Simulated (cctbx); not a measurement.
# Accept or mend?

Cell a = 4.0220 Å, b = 4.0220 Å, c = 8.0650 Å, α = 90.00°, β = 90.00°, γ = 90.00°; space group I4/mmm (no. 139). The compound is HfTc3.

The data are simulated with cctbx, not measured: Cu Kα, λ = 1.54184 Å, to d = 0.8 Å, 70 % of the full sphere, strongest reflection 40000 counts, noise from counting, a 6 % proportional error and a noise floor of 2 counts (s.d.); no absorption.

An anisotropic refinement with weights 1/σ² prints:

```text
Rint 0.043, 57 unique reflections to 0.80 A
cycle     R1     wR2    GooF  max shift (A)
   1  0.0689  0.2153   7.356   0.00000
   2  0.0411  0.1186   4.054   0.00000
final R1 0.0411 wR2 0.1186 GooF 4.054  parameters 6  data/parameter 9.5
atom        x        y        z      Ueq    occ   su(xyz)  su(Uiso or U11)
Hf1    0.00000  0.00000  0.00000   0.0075  1.000  0.00000  0.0013
Tc1    0.50000  0.50000  0.00000   0.0117  1.000  0.00000  0.0017
Pd1    0.50000  0.00000  0.25000   0.0104  1.000  0.00000  0.0016
difference map: max 0.93 min -4.27 rms 0.73
Q1    0.2530  0.2530  0.1140   16    0.96  1.68 A from Tc1
Q2    0.0000  0.3311  0.3736   16    0.81  1.21 A from Pd1
Q3    0.0000  0.3438  0.1229   16    0.76  1.20 A from Pd1
Q4    0.1376  0.3286  0.5000   16    0.70  1.43 A from Tc1
Q5    0.0000  0.2289  0.0723   16    0.69  1.09 A from Hf1
Q6    0.0000  0.0000  0.2453    4    0.61  1.98 A from Hf1
```

**Question.** Can this result stand? If not, what is the likely fault?

Mend it. The fault: wrong element: Pd1 is Tc. Against the right model at the same level, R1 goes from 0.0119 to 0.0411 and GooF from 0.88 to 4.05 and a hole of -4.3 e/Å³ opens. Pd1 has 3 electrons too many and its U swells to shed them, as expected.

The compound is HfTc3. The right model at the same level gives:

```text
Rint 0.043, 57 unique reflections to 0.80 A
cycle     R1     wR2    GooF  max shift (A)
   1  0.0146  0.0420   1.437   0.00000
   2  0.0119  0.0258   0.881   0.00000
final R1 0.0119 wR2 0.0258 GooF 0.881  parameters 6  data/parameter 9.5
atom        x        y        z      Ueq    occ   su(xyz)  su(Uiso or U11)
Hf1    0.00000  0.00000  0.00000   0.0059  1.000  0.00000  0.0003
Tc1    0.50000  0.50000  0.00000   0.0100  1.000  0.00000  0.0004
Tc2    0.50000  0.00000  0.25000   0.0056  1.000  0.00000  0.0003
difference map: max 0.60 min -0.84 rms 0.21
Q1    0.0000  0.2680  0.3767   16    0.61  1.38 A from Tc2
Q2    0.0000  0.2588  0.1264   16    0.49  1.39 A from Tc2
Q3    0.2501  0.2501  0.1153   16    0.43  1.70 A from Tc1
Q4    0.1408  0.3422  0.5000   16    0.31  1.49 A from Tc1
Q5    0.1418  0.1418  0.2991   16    0.31  1.60 A from Tc2
Q6    0.1148  0.1148  0.0000    8    0.25  0.65 A from Hf1
```

The model was made for the exercise: a known structure type with other elements put in, its volume estimated, not relaxed; displacement parameters are assumed.

[Middle refinement cycles are left out of these outputs.]

[Logs are printed without paths, hosts, clocks, repeated set-up lines and the standing remarks that a program may print on its own settings, such as how far it seeks lower states.]
